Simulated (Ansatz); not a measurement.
# A hypothetical structure for KZn6Ge

Starting from a made-up structure for KZn6Ge, the aim is the relaxed cell, its shortest contacts and, where a second run follows, its electronic structure.

Calculated with Ansatz 0.2.0; DFT, PBEsol, plane-wave PAW, files of the set soft_1, scalar-relativistic, no spin, cell and ions relaxed at zero pressure; PAW set soft_1.

## (1) The starting structure

It takes space group Fm-3m (No. 225, cubic). The conventional cell has a = 8.875 Å, b = 8.875 Å, c = 8.875 Å, α = 90.00°, β = 90.00°, γ = 90.00°. Nearest to Ge lie 12 Zn at 3.14 Å. Zn has 8 Zn at 3.14 Å and 2 K at 3.14 Å and 2 Ge at 3.14 Å nearest. Nearest to K lie 12 Zn at 3.14 Å. Farther neighbours are not listed.

## (2) Relaxation of the guess

The guessed cell has no reason to be at equilibrium. It is relaxed with the atoms, within the space group of the guess.

input.yaml

```yaml
crystal:
  lattice:
    - [0.0, 4.4375, 4.4375]
    - [4.4375, 0.0, 4.4375]
    - [4.4375, 4.4375, 0.0]
  atoms:
    - { symbol: Ge, position: [0.0, 0.0, 0.0] }
    - { symbol: Zn, position: [0.5, 0.0, 0.5] }
    - { symbol: Zn, position: [0.0, 0.5, 0.0] }
    - { symbol: Zn, position: [0.0, 0.0, 0.5] }
    - { symbol: Zn, position: [0.0, 0.5, 0.5] }
    - { symbol: Zn, position: [0.5, 0.5, 0.0] }
    - { symbol: Zn, position: [0.5, 0.0, 0.0] }
    - { symbol: K, position: [0.5, 0.5, 0.5] }
kpoints:
  mp_grid: { grid: [5, 5, 5] }
scf:
  occupations: { method: fermi_dirac, width: 0.05 }
hamiltonian:
  xc: pbesol
  pseudopotentials: { kind: paw, azcp: { folder: soft_1 }, xc_functional: pbe }
relax:
  f_tol: 0.015
  max_steps: 70
  cell: {}
output:
  forces: true
  stress: true
```

Run with:

```
$ ansatz run input.yaml --threads 4 --pin off --max-ram 10240MiB --backend cpu --events-out ev --progress --plain --runs-dir out
```

Numbers of over 12 decimals in the logs are rounded to 6 here.

What it wrote:

```text
Engine: ansatz 0.2.0, aarch64-unknown-linux-gnu
Pseudopotentials: kind: paw
Pseudopotential: Ge, paw, valence charge 14, recommended cutoff 420 eV (normal), soft_1/Ge.paw.azcp
Pseudopotential: Zn, paw, valence charge 12, recommended cutoff 420 eV (normal), soft_1/Zn.paw.azcp
Pseudopotential: K, paw, valence charge 9, recommended cutoff 420 eV (normal), soft_1/K.paw.azcp
Functional definition: PBEsol
  exchange = pbesol_x
  correlation = pbesol_c
Crystal: 8 atoms, lattice volume = 174.761 Å³
Basis set: ecut = 420 eV, 3479 PW (Γ), exchange–correlation on 90×90×90 points (8 copies of the dense FFT grid, shifted against one another)
Bands: 57, of which v1, the nominal top of the filled ones, is band 48 counted from 1 (47 counted from 0)
Symmetry: 48 space group operations
Space group: Fm-3m (ITA 225), of the structure as read, at distance tolerance 5.6e-5 Å
k-points: 10 of 125
Non-local potential: Ge, projectors of the file, l = 0: 2, l = 1: 2, l = 2: 3, l = 3: 1
Non-local potential: Zn, projectors of the file, l = 0: 2, l = 1: 2, l = 2: 3, l = 3: 1
Non-local potential: K, projectors of the file, l = 0: 3, l = 1: 2, l = 2: 2
PAW form: soft (Blöchl's): semilocal exchange-correlation on the pseudo side does not see the compensation charge
PAW frozen core: Ge, regenerated for the run's functional, and the local potential with it (the file was generated under x = pbe(κ = 0.804, μ = 0.219515), c = pbe(β = 0.066725))
PAW frozen core: Zn, regenerated for the run's functional, and the local potential with it (the file was generated under x = pbe(κ = 0.804, μ = 0.219515), c = pbe(β = 0.066725))
PAW frozen core: K, regenerated for the run's functional, and the local potential with it (the file was generated under x = pbe(κ = 0.804, μ = 0.219515), c = pbe(β = 0.066725))
PAW one-centre angular grid: Ge, 590 points (default); XC on 64 Gauss nodes
PAW one-centre angular grid: Zn, 590 points (default); XC on 64 Gauss nodes
PAW one-centre angular grid: K, 110 points (default); XC on 64 Gauss nodes
Initial density: superposition of atomic densities (chi_scale 0.1, normalization cell, long waves kept (reshape's long-wave potential 0.00 eV rms))
Initial wavefunctions: pseudopotential atomic-orbital guess
Functional: x = pbesol(κ = 0.804, μ = 0.123457), c = pbesol(β = 0.046)
SCF iter   1: F=—  HF=-25452.966791 eV  |F-HF|=—  |Δ(HF+E_count)|=         —  Δρ=3.80e-2  dr2=5.02e0  ethr=3.10e-3  ⟨swp⟩=9.3  Hψ=2659  notcnv=0  defer=2
preconditioner: auto → Kerker (q_TF=auto, 2.465 Å⁻¹)  [metal: Δε(μ)=0.048 eV  Ē_g=10.391 eV  σ=0.050 eV  W_gap=0.23  n_scr=58 (ndim 8)  ℏωp=27.1 eV  f_vac=0.000  D(μ)=5.93/eV (n_scr^D=58)]
SCF iter   2: F=—  HF=-25451.935324 eV  |F-HF|=—  |Δ(HF+E_count)|=    1.03e0  Δρ=1.88e-2  dr2=1.68e0  ethr=3.10e-3  ⟨swp⟩=2.9  Hψ=1224  notcnv=0  defer=14
SCF iter   3: F=—  HF=-25451.529146 eV  |F-HF|=—  |Δ(HF+E_count)|=   4.06e-1  Δρ=1.28e-2  dr2=6.72e-1  ethr=1.76e-3  ⟨swp⟩=3.7  Hψ=1151  notcnv=0  defer=15
SCF iter   4: F=—  HF=-25451.304092 eV  |F-HF|=—  |Δ(HF+E_count)|=   2.25e-1  Δρ=5.79e-3  dr2=7.27e-2  ethr=7.07e-4  ⟨swp⟩=3.1  Hψ=1120  notcnv=0  defer=15
SCF iter   5: F=—  HF=-25451.293417 eV  |F-HF|=—  |Δ(HF+E_count)|=   1.07e-2  Δρ=2.23e-3  dr2=1.56e-2  ethr=7.65e-5  ⟨swp⟩=2.4  Hψ=1166  notcnv=0  defer=15
SCF iter   6: F=—  HF=-25451.285841 eV  |F-HF|=—  |Δ(HF+E_count)|=   7.58e-3  Δρ=8.56e-4  dr2=2.61e-3  ethr=1.64e-5  ⟨swp⟩=2.0  Hψ=1027  notcnv=0  defer=15
SCF iter   7: F=—  HF=-25451.285645 eV  |F-HF|=—  |Δ(HF+E_count)|=   1.96e-4  Δρ=5.41e-4  dr2=5.95e-4  ethr=2.75e-6  ⟨swp⟩=2.0  Hψ=1027  notcnv=0  defer=15
SCF iter   8: F=—  HF=-25451.285461 eV  |F-HF|=—  |Δ(HF+E_count)|=   1.83e-4  Δρ=1.03e-4  dr2=1.02e-5  ethr=6.26e-7  ⟨swp⟩=2.0  Hψ=981  notcnv=0  defer=15
SCF iter   9: F=—  HF=-25451.285521 eV  |F-HF|=—  |Δ(HF+E_count)|=   5.99e-5  Δρ=3.12e-5  dr2=1.65e-6  ethr=1.07e-8  ⟨swp⟩=2.0  Hψ=1045  notcnv=0  defer=15
SCF iter  10: F=-25451.285521 eV  HF=-25451.285521 eV  |F-HF|=1.03e-8  |Δ(HF+E_count)|=   2.25e-7  Δρ=6.94e-6  dr2=7.85e-8  ethr=1.05e-10  ⟨swp⟩=3.0  Hψ=2381  notcnv=0
SCF 1 converged in 10 iterations: F = -25451.285521 eV  dr2 = 7.85e-8
  greatest PAW one-centre occupation: 0.998 electrons in one spin orbital (limit 2), on the Ge atom at site 0 (counted from 0), in its partial waves of l = 2
relax step   1: F+E_penalty+E_count = -25451.28552090 eV  Δ(F+E_penalty+E_count) = +0.000e0 eV  max|allowed force component| = 3.193e-29 eV/Å  Δτ_max = 0.0000 Å  P = -4.893 GPa  Ω = 174.761 Å³  (10 SCF iters, dr2 threshold 1.00e-7 eV, accepted)
Crystal: 8 atoms, lattice volume = 153.945 Å³
Basis set: ecut = 420 eV, 2975 PW (Γ), exchange–correlation on 90×90×90 points (8 copies of the dense FFT grid, shifted against one another)
Initial density: handed on by an earlier stage of this run
Initial wavefunctions: those handed on with the density
iter 1 solved again at ethr=8.25e-5 eV; its pass at ethr=3.10e-3 eV (dr2=7.83e-2 eV) is discarded
SCF iter   1: F=—  HF=-25451.770803 eV  |F-HF|=—  |Δ(HF+E_count)|=         —  Δρ=7.35e-3  dr2=7.97e-2  ethr=8.25e-5  ⟨swp⟩=1.9  Hψ=3064  notcnv=0
preconditioner: auto → Kerker (q_TF=auto, 2.517 Å⁻¹)  [metal: Δε(μ)=0.046 eV  Ē_g=11.419 eV  σ=0.050 eV  W_gap=0.23  n_scr=50 (ndim 8)  ℏωp=28.9 eV  f_vac=0.000  D(μ)=5.58/eV (n_scr^D=58)]
SCF iter   2: F=—  HF=-25451.751666 eV  |F-HF|=—  |Δ(HF+E_count)|=   1.91e-2  Δρ=2.58e-3  dr2=1.45e-2  ethr=8.25e-5  ⟨swp⟩=2.0  Hψ=1037  notcnv=0
SCF iter   3: F=—  HF=-25451.747589 eV  |F-HF|=—  |Δ(HF+E_count)|=   4.08e-3  Δρ=1.61e-3  dr2=9.44e-3  ethr=1.52e-5  ⟨swp⟩=2.0  Hψ=963  notcnv=0
SCF iter   4: F=—  HF=-25451.745042 eV  |F-HF|=—  |Δ(HF+E_count)|=   2.55e-3  Δρ=8.46e-4  dr2=1.18e-3  ethr=9.94e-6  ⟨swp⟩=2.1  Hψ=944  notcnv=0  defer=1
SCF iter   5: F=—  HF=-25451.744834 eV  |F-HF|=—  |Δ(HF+E_count)|=   2.08e-4  Δρ=1.88e-4  dr2=8.66e-5  ethr=1.24e-6  ⟨swp⟩=2.0  Hψ=1037  notcnv=0  defer=1
SCF iter   6: F=—  HF=-25451.744824 eV  |F-HF|=—  |Δ(HF+E_count)|=   9.97e-6  Δρ=1.31e-4  dr2=3.54e-5  ethr=9.11e-8  ⟨swp⟩=2.0  Hψ=1024  notcnv=0  defer=1
SCF iter   7: F=—  HF=-25451.744825 eV  |F-HF|=—  |Δ(HF+E_count)|=   8.16e-7  Δρ=4.84e-5  dr2=5.66e-6  ethr=3.73e-8  ⟨swp⟩=2.0  Hψ=1027  notcnv=0  defer=1
SCF iter   8: F=-25451.744823 eV  HF=-25451.744823 eV  |F-HF|=2.86e-9  |Δ(HF+E_count)|=   1.80e-6  Δρ=1.29e-5  dr2=1.95e-7  ethr=8.42e-10  ⟨swp⟩=3.0  Hψ=2474  notcnv=0
SCF 2 converged in 8 iterations: F = -25451.744823 eV  dr2 = 1.95e-7
relax step   2: F+E_penalty+E_count = -25451.74482345 eV  Δ(F+E_penalty+E_count) = -4.593e-1 eV  max|allowed force component| = 2.798e-29 eV/Å  Δτ_max = 0.0000 Å  P = -1.534 GPa  Ω = 153.945 Å³  energy of the carried Pulay correction = +9.013e-3 eV  (8 SCF iters, dr2 threshold 8.00e-7 eV, accepted)
Crystal: 8 atoms, lattice volume = 146.017 Å³
Basis set: ecut = 420 eV, 2837 PW (Γ), exchange–correlation on 90×90×90 points (8 copies of the dense FFT grid, shifted against one another)
iter 1 solved again at ethr=1.53e-5 eV; its pass at ethr=3.10e-3 eV (dr2=1.46e-2 eV) is discarded
SCF iter   1: F=—  HF=-25451.777012 eV  |F-HF|=—  |Δ(HF+E_count)|=         —  Δρ=3.54e-3  dr2=1.60e-2  ethr=1.53e-5  ⟨swp⟩=2.0  Hψ=2797  notcnv=0
preconditioner: auto → Kerker (q_TF=auto, 2.540 Å⁻¹)  [metal: Δε(μ)=0.158 eV  Ē_g=11.647 eV  σ=0.050 eV  W_gap=0.50  n_scr=50 (ndim 8)  ℏωp=29.6 eV  f_vac=0.000  D(μ)=6.38/eV (n_scr^D=58)]
SCF iter   2: F=—  HF=-25451.773199 eV  |F-HF|=—  |Δ(HF+E_count)|=   3.81e-3  Δρ=1.13e-3  dr2=2.40e-3  ethr=1.53e-5  ⟨swp⟩=2.0  Hψ=957  notcnv=0
SCF iter   3: F=—  HF=-25451.772414 eV  |F-HF|=—  |Δ(HF+E_count)|=   7.85e-4  Δρ=7.47e-4  dr2=1.60e-3  ethr=2.53e-6  ⟨swp⟩=2.0  Hψ=877  notcnv=0
SCF iter   4: F=—  HF=-25451.772012 eV  |F-HF|=—  |Δ(HF+E_count)|=   4.03e-4  Δρ=4.27e-4  dr2=1.85e-4  ethr=1.68e-6  ⟨swp⟩=2.0  Hψ=951  notcnv=0
SCF iter   5: F=—  HF=-25451.772047 eV  |F-HF|=—  |Δ(HF+E_count)|=   3.53e-5  Δρ=8.28e-5  dr2=1.31e-5  ethr=1.95e-7  ⟨swp⟩=2.0  Hψ=1041  notcnv=0
SCF iter   6: F=—  HF=-25451.772035 eV  |F-HF|=—  |Δ(HF+E_count)|=   1.20e-5  Δρ=5.46e-5  dr2=5.69e-6  ethr=1.38e-8  ⟨swp⟩=2.1  Hψ=1041  notcnv=0
SCF iter   7: F=—  HF=-25451.772035 eV  |F-HF|=—  |Δ(HF+E_count)|=   5.17e-7  Δρ=1.81e-5  dr2=8.50e-7  ethr=5.99e-9  ⟨swp⟩=2.0  Hψ=1043  notcnv=0
SCF iter   8: F=-25451.772035 eV  HF=-25451.772035 eV  |F-HF|=1.88e-9  |Δ(HF+E_count)|=   2.68e-7  Δρ=4.67e-6  dr2=2.88e-8  ethr=8.42e-10  ⟨swp⟩=4.0  Hψ=1789  notcnv=0
SCF 3 converged in 8 iterations: F = -25451.772035 eV  dr2 = 2.88e-8
relax step   3: F+E_penalty+E_count = -25451.77203502 eV  Δ(F+E_penalty+E_count) = -2.721e-2 eV  max|allowed force component| = 2.151e-29 eV/Å  Δτ_max = 0.0000 Å  P = +0.709 GPa  Ω = 146.017 Å³  energy of the carried Pulay correction = +1.300e-2 eV  (8 SCF iters, dr2 threshold 8.00e-7 eV, accepted)
[...]
relax step   4: F+E_penalty+E_count = -25451.77567404 eV  Δ(F+E_penalty+E_count) = -3.639e-3 eV  max|allowed force component| = 8.756e-29 eV/Å  Δτ_max = 0.0000 Å  P = -0.049 GPa  Ω = 148.434 Å³  energy of the carried Pulay correction = +1.175e-2 eV  (6 SCF iters, dr2 threshold 8.00e-7 eV, accepted)
[...]
relax step   5: F+E_penalty+E_count = -25451.76588654 eV  Δ(F+E_penalty+E_count) = +9.787e-3 eV  max|allowed force component| = 1.206e-28 eV/Å  Δτ_max = 0.0000 Å  P = -0.088 GPa  Ω = 148.434 Å³  stress off target by 8.84e-2 GPa  SCF on the basis re-selected at this cell (its energy is not comparable with the rows above)  (8 SCF iters)
[...]
relax step   6: F+E_penalty+E_count = -25451.76609667 eV  Δ(F+E_penalty+E_count) = -2.101e-4 eV  max|allowed force component| = 3.185e-29 eV/Å  Δτ_max = 0.0000 Å  P = -0.003 GPa  Ω = 148.147 Å³  energy of the carried Pulay correction = +1.282e-4 eV  (6 SCF iters, dr2 threshold 1.95e-8 eV, accepted)
iter 1 solved again at ethr=4.90e-8 eV; its pass at ethr=3.10e-3 eV (dr2=4.66e-5 eV) is discarded
SCF iter   1: F=—  HF=-25451.765923 eV  |F-HF|=—  |Δ(HF+E_count)|=         —  Δρ=8.07e-6  dr2=3.95e-8  ethr=4.90e-8  ⟨swp⟩=3.3  Hψ=4297  notcnv=0
preconditioner: auto → Kerker (q_TF=auto, 2.534 Å⁻¹)  [metal: Δε(μ)=0.005 eV  Ē_g=11.658 eV  σ=0.050 eV  W_gap=0.03  n_scr=50 (ndim 8)  ℏωp=29.4 eV  f_vac=0.000  D(μ)=6.13/eV (n_scr^D=58)]
SCF iter   2: F=—  HF=-25451.765929 eV  |F-HF|=—  |Δ(HF+E_count)|=   5.86e-6  Δρ=1.23e-5  dr2=1.10e-7  ethr=4.16e-11  ⟨swp⟩=2.1  Hψ=1019  notcnv=0
SCF iter   3: F=—  HF=-25451.765929 eV  |F-HF|=—  |Δ(HF+E_count)|=   4.67e-9  Δρ=1.54e-6  dr2=4.81e-9  ethr=4.16e-11  ⟨swp⟩=2.0  Hψ=945  notcnv=0
SCF iter   4: F=—  HF=-25451.765929 eV  |F-HF|=—  |Δ(HF+E_count)|=   1.07e-8  Δρ=9.37e-7  dr2=9.78e-10  ethr=5.07e-12  ⟨swp⟩=2.0  Hψ=963  notcnv=0
SCF iter   5: F=—  HF=-25451.765929 eV  |F-HF|=—  |Δ(HF+E_count)|=   1.06e-9  Δρ=2.70e-7  dr2=3.00e-10  ethr=1.03e-12  ⟨swp⟩=2.0  Hψ=1041  notcnv=0
SCF iter   6: F=—  HF=-25451.765929 eV  |F-HF|=—  |Δ(HF+E_count)|=  1.16e-10  Δρ=1.76e-7  dr2=1.04e-10  ethr=1.00e-12  ⟨swp⟩=2.0  Hψ=735  notcnv=0
SCF iter   7: F=-25451.765929 eV  HF=-25451.765929 eV  |F-HF|=0.00e0  |Δ(HF+E_count)|=  3.27e-11  Δρ=3.91e-8  dr2=4.10e-12  ethr=1.00e-12  ⟨swp⟩=4.0  Hψ=1957  notcnv=0
SCF 7 converged in 7 iterations: F = -25451.765929 eV  dr2 = 4.10e-12
relax step   7: F+E_penalty+E_count = -25451.76592856 eV  Δ(F+E_penalty+E_count) = +1.681e-4 eV  max|allowed force component| = 2.698e-29 eV/Å  Δτ_max = 0.0000 Å  P = -0.003 GPa  Ω = 148.147 Å³  stress off target by 3.04e-3 GPa  SCF on the basis re-selected at this cell (its energy is not comparable with the rows above)  (7 SCF iters)
basis re-selected at this cell: Δ(F+E_penalty+E_count) = +1.681e-4 eV, ΔP = +0.000 GPa vs the last step (what re-selecting the basis moved, of the pressure what is left beyond the Pulay correction that the steps carried, after the strain that the cell walked since its last selection, with what the two solves' SCF thresholds leave and, on support functions, any second-order correction that the steps lacked; it is no m [...]
SCF converged after 7 iterations
Free energy (F): -25451.765929 eV
Harris-Foulkes:  -25451.765929 eV  (|F-HF|=0.00e0)
Internal energy: -25451.717550 eV  (E = F + TS)
E sigma→0 (E₀):  -25451.741739 eV
Entropy (-TS):   -0.048379 eV (-6.047 meV/atom)
Fermi energy:    9.122853 eV
--- Per-component energies (eV) ---
  E_band       = -31.066828
  E_kinetic    = 1228.494977
  E_local      = -13692.033341  (includes V_loc(G=0)·N_el)
  E_nonlocal   = 5141.277462
  E_hartree    = 5317.543403
  E_xc         = -669.369771
  E_vxc        = -534.473724  (∫ρ·V_xc dr)
  E_paw        = -13877.393314  (= ΣΔE_a)
  E_vpaw       = -2809.417536  (= ΣTr[D̂ρ^β])
  E_aug_tail   = -0.001512  (compensation charges beyond the density's cutoff)
  E_ewald      = -8906.045413
  E_core_change = 5.809958  (= ΣΔE_core)
  E_smearing   = -0.048379  (= −TS)
  E_closure    = -0.000000  (closes the sum)
  Σ components = -25451.765929   (vs F -25451.765929, Δ=0.00e0)
--- Forces (eV/Å), atoms counted from 1 ---
  atom   1  Ge    -0.00000000     0.00000000     0.00000000
  atom   2  Zn    -0.00000000    -0.00000000    -0.00000000
  atom   3  Zn     0.00000000    -0.00000000     0.00000000
  atom   4  Zn     0.00000000     0.00000000    -0.00000000
  atom   5  Zn     0.00000000    -0.00000000    -0.00000000
  atom   6  Zn     0.00000000    -0.00000000     0.00000000
  atom   7  Zn     0.00000000     0.00000000     0.00000000
  atom   8  K      0.00000000    -0.00000000     0.00000000
  max |Σ_I F_I| component: 8.89e-29 eV/Å
--- Stress (GPa, compression-positive) ---
       -0.003040      -0.000000      -0.000000
       -0.000000      -0.003040      -0.000000
       -0.000000      -0.000000      -0.003040
  P = ⅓ Tr σ = -0.0030 GPa (-0.030 kbar)
--- Relaxed structure (5 steps of the walk, 5 accepted, 2 SCFs on fresh bases) ---
  F+E_penalty+E_count = -25451.76592856 eV   max|allowed force component| = 2.698e-29 eV/Å   (the final SCF, on the basis selected at the relaxed cell)
  cell:  # Å, volume = 148.1475 Å³
    - [0, 4.199730, 4.199730]
    - [4.199730, 0, 4.199730]
    - [4.199730, 4.199730, 0]
  atoms:
    - { symbol: Ge, position: [0, 0, 0] }
    - { symbol: Zn, position: [0.5, 0.0, 0.5] }
    - { symbol: Zn, position: [0.0, 0.5, 0.0] }
    - { symbol: Zn, position: [0, 0, 0.5] }
    - { symbol: Zn, position: [0.0, 0.5, 0.5] }
    - { symbol: Zn, position: [0.5, 0.5, 0.0] }
    - { symbol: Zn, position: [0.5, 0.0, 0.0] }
    - { symbol: K, position: [0.5, 0.5, 0.5] }
```

The job ended after 16 s (4 threads of Arm Neoverse V1, shared host; peak memory 0.64 GiB; 54 s of CPU time).

Step by step:

```tsv
step	energy less that of the first step (eV)	largest force component (eV/Å)	pressure (GPa)	volume (Å³)
1	0.0000	0.0000	-4.89	174.76
2	-0.4593	0.0000	-1.53	153.95
3	-0.4865	0.0000	0.71	146.02
4	-0.4902	0.0000	-0.05	148.43
5*	-0.4804	0.0000	-0.09	148.43
6	-0.4806	0.0000	0.00	148.15
7*	-0.4804	0.0000	0.00	148.15
```

Relaxation steps marked * repeat the geometry before them on a plane-wave basis chosen anew for their cell, so energy and pressure can jump there.

Forces are held to the 48 operations that the run works with; a distortion that breaks them can't arise in this run.

```tsv
conventional cell, symmetrised	before	after	change
a (Å)	8.875	8.399	-5.4 %
b (Å)	8.875	8.399	-5.4 %
c (Å)	8.875	8.399	-5.4 %
volume (Å³/atom)	21.85	18.52	-15.2 %
```

The relaxed structure:

```cif
data_structure
_symmetry_space_group_name_H-M 'P 1'
_symmetry_Int_Tables_number 1
_cell_length_a 5.9393
_cell_length_b 5.9393
_cell_length_c 5.9393
_cell_angle_alpha 60.000
_cell_angle_beta 60.000
_cell_angle_gamma 60.000
_cell_volume 148.15
loop_
_atom_site_label
_atom_site_type_symbol
_atom_site_fract_x
_atom_site_fract_y
_atom_site_fract_z
_atom_site_occupancy
Ge1 Ge 0.00000 0.00000 0.00000 1
Zn2 Zn 0.50000 0.00000 0.50000 1
Zn3 Zn 0.00000 0.50000 0.00000 1
Zn4 Zn 0.00000 0.00000 0.50000 1
Zn5 Zn 0.00000 0.50000 0.50000 1
Zn6 Zn 0.50000 0.50000 0.00000 1
Zn7 Zn 0.50000 0.00000 0.00000 1
K8 K 0.50000 0.50000 0.50000 1
```

Numbers from this step:

```yaml
free_energy: -25451.7659 eV
energy_at_zero_smearing: -25451.7417 eV
smearing_term_ts: 0.04838 eV
fermi_energy: 9.123 eV
electrons: 95
symmetry_operations: 48
pressure: -0.003040 GPa
```

Shortest distances by pair of elements, guess and relaxed (not always the same contact):

```tsv
pair	guess (Å)	relaxed (Å)
Ge–Zn	3.138	2.970
Zn–Zn	3.138	2.970
K–Zn	3.138	2.970
Ge–K	4.438	4.200
```

The relaxation ends with a pressure of 0.00 GPa.

## (3) Results

```yaml
space_group_relaxed: Fm-3m
conventional_cell: a = 8.399, b = 8.399, c = 8.399 Å; α = 90.0°, β = 90.0°, γ = 90.0°
volume_per_atom: 18.52 Å³ (guess 21.85)
```

What this shows: KZn6Ge relaxes to Fm-3m with a = 8.399, b = 8.399 and c = 8.399 Å. The guessed volume was 18 % too large. The space group Fm-3m was held in the relaxation, so the end point is a stationary structure within it and may be a saddle against distortions or other arrangements. Mesh and cutoff weren't tested. No dispersion term is used, so weakly bound directions may come out too long. Nothing here tests whether the compound is stable against decomposition.

[Logs are printed without paths, hosts, clocks, repeated set-up lines and the standing remarks that a program may print on its own settings, such as how far it seeks lower states.]

[Hosts, paths, dates, database ids (printed as entryN), source tags and the programs' standing remarks are cut or masked in the printed files.]
